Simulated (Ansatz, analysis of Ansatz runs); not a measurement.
# A hop of Br in CsLiBr2 (P4/nmm), charge +1, part 2 of 2

Wanted: path and barrier of a jump of Br in CsLiBr2 (P4/nmm) at charge +1. The case: V_Br hop (4.2 Å), in a cell of 64 host atoms with 1 Br taken out.

Ansatz 0.2.0; plane-wave PAW DFT, PBEsol; nudged elastic band between two relaxed defect structures at fixed charge in a uniform background.

So far, barrier forward (eV): step 4 (nudged elastic band, charge +1, PBEsol) 0.702; step 6 (barrier from single points, PBEsol, denser k-mesh) 0.702.

In doubt: a hybrid run on one k-point (step 7), which bears on gaps, levels and energies.

**7. Single point at the start point, HSE06**

A whole band with exact exchange would cost too much, so three single points on the path found stand in. The start is shown; top and end are run alike.

This step: plane-wave PAW DFT, HSE06; single point of a defect supercell on a structure of the PBEsol path.

Contents of qp1.start.hse06/input.yaml:

```yaml
crystal:
  lattice:
    - [10.21487051, 10.21487051, 0.0]
    - [-10.21487051, 10.21487051, 0.0]
    - [0.0, 0.0, 9.8110832]
  atoms:
    - { symbol: Cs, position: [0.12443569, 0.12459825, 0.30098637] }
    - { symbol: Cs, position: [0.37224474, 0.37237184, 0.30530471] }
[... 5 atom lines left out ...]
    - { symbol: Li, position: [0.36010386, 0.36018126, 0.90800496] }
[... 1 atom line left out ...]
    - { symbol: Br, position: [0.37656515, 0.37675612, 0.66369107] }
[... 3 atom lines left out ...]
    - { symbol: Br, position: [0.2468575, 0.24688776, 0.00234205] }
[... 5 atom lines left out ...]
    - { symbol: Cs, position: [0.3723001, 0.62778768, 0.6948824] }
[... 1 atom line left out ...]
    - { symbol: Li, position: [0.36018234, 0.63983478, 0.09209615] }
[... 9 atom lines left out ...]
    - { symbol: Br, position: [0.27070997, 0.50001513, 0.00011498] }
[... 2 atom lines left out ...]
    - { symbol: Cs, position: [0.62765604, 0.3725366, 0.69462181] }
[... 1 atom line left out ...]
    - { symbol: Li, position: [0.63982643, 0.36031799, 0.09192111] }
[... 9 atom lines left out ...]
    - { symbol: Br, position: [0.50003883, 0.27054645, -0.0002334] }
[... 7 atom lines left out ...]
    - { symbol: Li, position: [0.63988433, 0.64008131, 0.90831524] }
[... 1 atom line left out ...]
    - { symbol: Br, position: [0.62335441, 0.62358271, 0.6639548] }
[... 5 atom lines left out ...]
    - { symbol: Br, position: [0.72944811, 0.50019463, 0.00011565] }
total_charge: 1
basis:
  ecutwfc: 420
  xc_grid: 2
hamiltonian:
  xc: hse06
kpoints:
  mp_grid: { grid: [1, 1, 1], shift: [0.25, 0.25, 0.25] }
scf:
  occupations: { method: fixed }
  max_iter: 150
output:
  forces: true
  eigenvalues: true
checkpoint:
  write: "../qp1.start.hse06.run"
  compress: false
  write_wavefunctions: false
  write_every: 100000
```

On the command line:

```bash
ansatz run input.yaml --threads 32 --pin off --max-ram 84787MiB --backend cuda --events-out ev --progress --plain --runs-dir out --max-vram 78GiB
```

Elapsed: 9 s, on 1 × NVIDIA GB200 with 32 threads of Arm Neoverse V2, shared host; peak memory 3.5 GiB; 43 s of CPU time.

Read from the output:

| Item | Value |
| --- | --- |
| free energy | -180538.7385 eV |

**8. Barrier from single points, HSE06**

Analysis of the runs above: barrier from HSE06 single points on the PBEsol path.

It gives:

```yaml
barrier_forward: 0.8671 eV
barrier_backward: 0.2564 eV
end_less_start: 0.6108 eV
```

This gives 0.867 eV against the band's 0.702 eV.

**9. Single point at the start point, LDA**

Three single points with LDA show how much the barrier depends on that choice; lattice and path are kept. The start is shown; top and end are run alike.

This step: plane-wave PAW DFT, LDA; single point of a defect supercell on a structure of the PBEsol path.

qp1.start.lda/input.yaml, as its differences from qp1.start.hse06/input.yaml of step 7:

```diff
@@ -37,3 +37,3 @@
 hamiltonian:
-  xc: hse06
+  xc: lda
 kpoints:
@@ -47,3 +47,3 @@
 checkpoint:
-  write: "../qp1.start.hse06.run"
+  write: "../qp1.start.lda.run"
   compress: false
```

Elapsed: 1.6 s, on 1 × NVIDIA GB200 with 32 threads; peak memory 1.4 GiB; 3.9 s of CPU time.

Numbers from this step:

```yaml
free_energy: -174924.4366 eV
```

**10. Barrier from single points, LDA**

Analysis of the runs above: barrier from LDA single points on the PBEsol path.

It gives:

```
barrier forward  : 0.6643 eV
barrier backward : 0.3131 eV
end less start   : 0.3513 eV
```

This gives 0.664 eV against the band's 0.702 eV.

**11. Single point at the start point, r2SCAN**

Three single points with a meta-GGA, at its higher cutoff of 500 eV, show what it does to the barrier on the path found. The start is shown; top and end are run alike.

This step: plane-wave PAW DFT, r2SCAN; single point of a defect supercell on a structure of the PBEsol path.

qp1.start.r2scan/input.yaml, as its differences from qp1.start.lda/input.yaml of step 9:

```diff
@@ -34,6 +34,6 @@
 basis:
-  ecutwfc: 420
+  ecutwfc: 500
   xc_grid: 2
 hamiltonian:
-  xc: lda
+  xc: r2scan
 kpoints:
@@ -47,3 +47,3 @@
 checkpoint:
-  write: "../qp1.start.lda.run"
+  write: "../qp1.start.r2scan.run"
   compress: false
```

Run time: 1.7 s. Hardware: 1 × NVIDIA GB200 with 32 threads; peak memory 1.5 GiB; 5.1 s of CPU time.

Read from the output:

* free energy: -180958.5144 eV

**12. Barrier from single points, r2SCAN**

Analysis of the runs above: barrier from r2SCAN single points on the PBEsol path.

It gives:

| Quantity | Value |
| --- | --- |
| barrier forward | 0.8897 eV |
| barrier backward | 0.3365 eV |
| end less start | 0.5532 eV |

This gives 0.890 eV against the band's 0.702 eV.

**13. Results**

```
barrier forward                                   : 0.70 eV
barrier backward                                  : 0.32 eV
end less start                                    : 0.38 eV
hop length                                        : 4.06 Å
band iterations, as the log counts them           : 7
barrier from single points, PBEsol, denser k-mesh : 0.70 eV
barrier from single points, HSE06                 : 0.87 eV
barrier from single points, LDA                   : 0.66 eV
barrier from single points, r2SCAN                : 0.89 eV
```

**Reading.** The top of the band lies 0.70 eV above the start and 0.32 eV above the end. The ends differ by 0.38 eV, so they aren't like places or like states; the smaller barrier is only the way out of the higher one. With an assumed prefactor of 1e13 per second it gives one hop a second along this one path at about 270 K; whether such hops link up through the crystal wasn't checked. Across functionals on this path (PBEsol 0.702, HSE06 0.867, LDA 0.664 and r2SCAN 0.890 eV) the forward values spread by 0.225 eV. The order of the top as a saddle was not checked for all atoms, so a bent path could be lower. No image-charge correction is applied; it largely cancels along a path if the charge stays localised alike. Keep in mind: one k-point off the zone centre stands for the whole zone; spin–orbit coupling, which can matter with heavy atoms, is left out.

[Logs are printed without paths, hosts, clocks, repeated set-up lines and the standing remarks that a program may print on its own settings, such as how far it seeks lower states.]

[Hosts, paths, dates, database ids (printed as entryN), source tags and the programs' standing remarks are cut or masked in the printed files.]
